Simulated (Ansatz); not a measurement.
# SiPb2 (model cell, started as antifluorite): relaxing the cell for a phonon run

Aim: bring SiPb2 (model cell, started as antifluorite) to small forces and stress, as phonons need.

Main program and level: Ansatz 0.2.0; DFT PBEsol, scalar-relativistic, plane waves, PAW.

Report form: the programs' logs are mostly left out.

The structure was built from a prototype and need not be the compound's stable phase.

## (1) The starting structure

Symmetry: Fm-3m, No. 225, cubic system. Conventional cell: a = 6.961 Å, b = 6.961 Å, c = 6.961 Å, α = 90.00°, β = 90.00°, γ = 90.00°. Si has 8 Pb at 3.01 Å nearest. Nearest to Pb lie 4 Si at 3.01 Å. Farther neighbours are not listed.

## (2) Probe on a coarse mesh

First a cheap look: the gap decides the mesh and the occupations, the pressure tells how far the cell has to move.

Contents of input.yaml:

```yaml
crystal:
  lattice:
    - [0.0, 3.48073, 3.48073]
    - [3.48073, 0.0, 3.48073]
    - [3.48073, 3.48073, 0.0]
  atoms:
    - { symbol: Si, position: [0.0, 0.0, 0.0] }
    - { symbol: Pb, position: [0.25, 0.25, 0.25] }
    - { symbol: Pb, position: [0.75, 0.75, 0.75] }
kpoints:
  mp_grid: { grid: [4, 4, 4] }
hamiltonian:
  xc: pbesol
scf:
  occupations: { method: gaussian, width: 0.1 }
output:
  forces: true
  stress: true
  eigenvalues: true
```

Started as:

```console
> ansatz run input.yaml --threads 4 --pin off --max-ram 7168MiB --backend cpu --events-out ev --progress --plain --runs-dir out
```

It took 0.94 s on 4 threads of Arm Neoverse V1, shared host; peak memory 0.33 GiB; 2.2 s of CPU time.

Numbers from this step:

- pressure: 1.092 GPa
- volume per atom: 28.11 Å³
- gap on the k-mesh: 0 eV

The coarse mesh shows no gap and a pressure of 1.1 GPa.

## (3) Relaxation

The cell and atoms are relaxed, since residual forces and stress would shift the frequencies.

input.yaml, the sections that differ from step 2:

```yaml
kpoints:
  mp_grid: { grid: [10, 10, 10] }
output:
  forces: true
  stress: true
  eigenvalues: true
  write_density: true
  write_potential: true
  elf: true
  volumetric_format: npy
relax:
  adjacent_minimum: "off"
  f_tol: 0.005
  max_steps: 80
  cell: { stress_tol: 0.05 }
# crystal, hamiltonian, scf: as in step 2
```

It took 7 s on 4 threads; peak memory 0.44 GiB.

The steps of the relaxation:

| step | energy less that of the first step (eV) | largest force component (eV/Å) | pressure (GPa) | volume (Å³) |
| --- | --- | --- | --- | --- |
| 1 | 0.0000 | 0.0000 | 0.59 | 84.34 |
| 2 | -0.0016 | 0.0000 | -0.16 | 85.68 |
| 3 | -0.0018 | 0.0000 | 0.00 | 85.39 |
| 4* | -0.0019 | 0.0000 | 0.00 | 85.39 |

Relaxation steps marked * repeat the geometry before them on a plane-wave basis chosen anew for their cell, so energy and pressure can jump there.

Forces are held to the 48 operations that the run works with; a distortion that breaks them can't arise in this run.

| conventional cell, symmetrised | before | after | change |
| --- | --- | --- | --- |
| a (Å) | 6.961 | 6.990 | +0.4 % |
| b (Å) | 6.961 | 6.990 | +0.4 % |
| c (Å) | 6.961 | 6.990 | +0.4 % |
| volume (Å³/atom) | 28.11 | 28.46 | +1.2 % |

The relaxed structure:

```xyz
3
Lattice="0.0000 3.4951 3.4951 3.4951 0.0000 3.4951 3.4951 3.4951 0.0000" Properties=species:S:1:pos:R:3 pbc="T T T"
Si    0.0000    0.0000    0.0000
Pb    1.7475    1.7475    1.7475
Pb    5.2426    5.2426    5.2426
```

This step gave:

* pressure: -0.002253 GPa
* volume per atom: 28.46 Å³

Electrostatic potential energy in the ac plane of a cell with a along [110], b along [-110] and c along [001] of the cube at fractional y = 0.000, with atoms of Si and Pb within 0.2 Å of it. With pseudopotentials it is smooth inside the atoms' cores, unlike the true potential.

Values in eV, 10 rows by 16 columns, each cell a mean:
```
-29  -3   9   6   5   9   3 -24 -29  -3   9   6   5   9   3 -24
  5   8   0 -25 -27  -8   8   6   5   8   0 -25 -27  -8   8   6
 12  10 -10 -27 -22 -20   8  12  12  10 -10 -27 -22 -20   8  12
 12  11   3 -18 -21  -2  10  12  12  11   3 -18 -21  -2  10  12
 13  12  11   8   8  10  12  13  13  12  11   8   8  10  12  13
 13  12  10   6   5   9  12  13  13  12  10   6   5   9  12  13
 12  11   0 -25 -27  -8  10  12  12  11   0 -25 -27  -8  10  12
 11  10 -10 -27 -22 -20   8  11  11  10 -10 -27 -22 -20   8  11
 -1   7   3 -18 -21  -2   8   1  -1   7   3 -18 -21  -2   8   1
-33  -6   9   8   8   9   1 -30 -33  -6   9   8   8   9   1 -30
```
Columns run along a (9.9 Å; values clipped at the 3rd and 97th percentile), rows up along c (7.0 Å), edges of the conventional cell, whose origin can differ from the input's. Atoms in or near the plane, at fractional coordinates: Si at (0.00, 0.00), Si at (0.50, 0.00), Pb at (0.25, 0.25), Pb at (0.75, 0.25), Pb at (0.25, 0.75), Pb at (0.75, 0.75).

ELF in the ac plane of a cell with a along [110], b along [-110] and c along [001] of the cube at fractional y = 0.000, with atoms of Si and Pb within 0.2 Å of it. It is the smooth field of the valence electrons, not physical close to the nuclei.

Ten even steps from '_' (0.01) to '@' (0.75), each cell a mean:
```
**##@@%%++--------==**@@%%##**##@@%%++--------==**@@%%##
%%@@@@##============++%%@@%%%%@@@@##============++%%@@%%
@@@@##++==============**%%@@@@@@##++==============**%%@@
**++========....::======++****++========....::======++**
--::--==++--____..====--::----::--==++--____..====--::--
....::==++==..__::++==--........::==++==..__::++==--....
____..--==++====++++==::..______..--==++====++++==::..__
____..::--==========--..________..::--==========--..____
______..::::------::..____________..::::------::..______
______....::::::::....____________....::::::::....______
______..::--====----::..__________..::--====----::..____
____..--==++++++++==--::..______..--==++++++++==--::..__
__..::==++++--::==++==--..____..::==++++--::==++==--..__
..::::==++--____..====--::....::::==++--____..====--::..
====--====--____..====----======--====--____..====----==
%%##++======--::======++**%%%%##++======--::======++**%%
@@@@%%**====++++======##@@@@@@@@%%**====++++======##@@@@
##%%@@##==--====--==**@@@@####%%@@##==--====--==**@@@@##
%%##@@%%++--::::::==##@@%%##%%##@@%%++--::::::==##@@%%##
```
Columns run along a (9.9 Å), rows up along c (7.0 Å), edges of the conventional cell, whose origin can differ from the input's. Atoms in or near the plane, at fractional coordinates: Si at (0.00, 0.00), Si at (0.50, 0.00), Pb at (0.25, 0.25), Pb at (0.75, 0.25), Pb at (0.25, 0.75), Pb at (0.75, 0.75).

Valence density in the ac plane of a cell with a along [110], b along [-110] and c along [001] of the cube at fractional y = 0.000, with atoms of Si and Pb within 0.2 Å of it. It is the smooth field of the valence electrons, not physical close to the nuclei.

Ten steps, logarithmic in the rise over the least value, from '_' (0.01 × 1e0 e/Å³) to '@' (9.22 × 1e0 e/Å³), each cell a mean:
```
..----::::..::::....::----::..----::::..::::....::----::
------::::--------::::::----------::::--------::::::----
::::::::--==****++==::::::::::::::::--==****++==::::::::
......::==**%%@@##++--::..........::==**%%@@##++--::....
......::==##@@@@%%**--............::==##@@@@%%**--......
____..::==**%%@@##++--..________..::==**%%@@##++--..____
______..--++****++==::..__________..--++****++==::..____
________..::--==--::..______________..::--==--::..______
________....::::....________________....::::....________
__________..........__________________..........________
________..::::::::..________________..::::::::..________
______..::--++++==--..____________..::--++++==--..______
______..--**##%%**==::..__________..--**##%%**==::..____
____..::==##@@@@%%**--....______..::==##@@@@%%**--....__
......::==##@@@@%%**--::..........::==##@@@@%%**--::....
::::::::--**##%%##==--::::::::::::::--**##%%##==--::::::
----::::::==++++==--::::--------::::::==++++==--::::----
::----::::::::::::::::------::----::::::::::::::::------
..::--::::..........::----....::--::::..........::----..
```
Columns run along a (9.9 Å), rows up along c (7.0 Å), edges of the conventional cell, whose origin can differ from the input's. Atoms in or near the plane, at fractional coordinates: Si at (0.00, 0.00), Si at (0.50, 0.00), Pb at (0.25, 0.25), Pb at (0.75, 0.25), Pb at (0.25, 0.75), Pb at (0.75, 0.75).

In this step the volume went from 28.11 to 28.46 Å³/atom.

## (4) Tight relaxation

Phonons need a cell at rest on their own settings, so the relaxation is repeated with tight tolerances on forces and stress on the k mesh and occupations of the first response run.

Contents of input.yaml:

```yaml
crystal:
  lattice:
    - [0.0, 3.4950653381, 3.4950653381]
    - [3.4950653381, 0.0, 3.4950653381]
    - [3.4950653381, 3.4950653381, 0.0]
  atoms:
    - { symbol: Si, position: [0.0, 0.0, 0.0] }
    - { symbol: Pb, position: [0.25, 0.25, 0.25] }
    - { symbol: Pb, position: [0.75, 0.75, 0.75] }
kpoints:
  mp_grid: { grid: [12, 12, 12] }
hamiltonian:
  xc: pbesol
scf:
  occupations: { method: methfessel_paxton, width: 0.15 }
output:
  forces: true
  stress: true
  eigenvalues: true
relax:
  adjacent_minimum: "off"
  f_tol: 0.001
  max_steps: 60
  cell: { stress_tol: 0.01 }
```

The job ended after 7.2 s (4 threads; peak memory 0.46 GiB).

Little changed from the start: no atom moved by 0.005 Å and no cell edge by 0.1 %.

This step gave:

| Item | Value |
| --- | --- |
| pressure | 0.009866 GPa |
| volume per atom | 28.43 Å³ |

The forces vanish by symmetry and the pressure is 0.010 GPa, within the tolerances set. The cell now holds 28.43 Å³/atom.

## (5) Results

- space group after relaxation (within 0.01 Å): Fm-3m
- lattice constant a: 6.988 Å
- lattice constant b: 6.988 Å
- lattice constant c: 6.988 Å
- volume per atom: 28.4 Å³

The forces vanish by symmetry and the pressure is 0.010 GPa, within the tolerances set. The cell now holds 28.43 Å³/atom. The relaxation keeps the symmetry of its start, so it says nothing on stability against lower symmetry. Spin-orbit coupling is left out, which can matter for the heavy elements here. The starting cell was built on a prototype and not taken from a measurement, so the phase need not exist.

[Logs are printed without paths, hosts, clocks, repeated set-up lines and the standing remarks that a program may print on its own settings, such as how far it seeks lower states.]

[Hosts, paths, dates, database ids (printed as entryN), source tags and the programs' standing remarks are cut or masked in the printed files.]
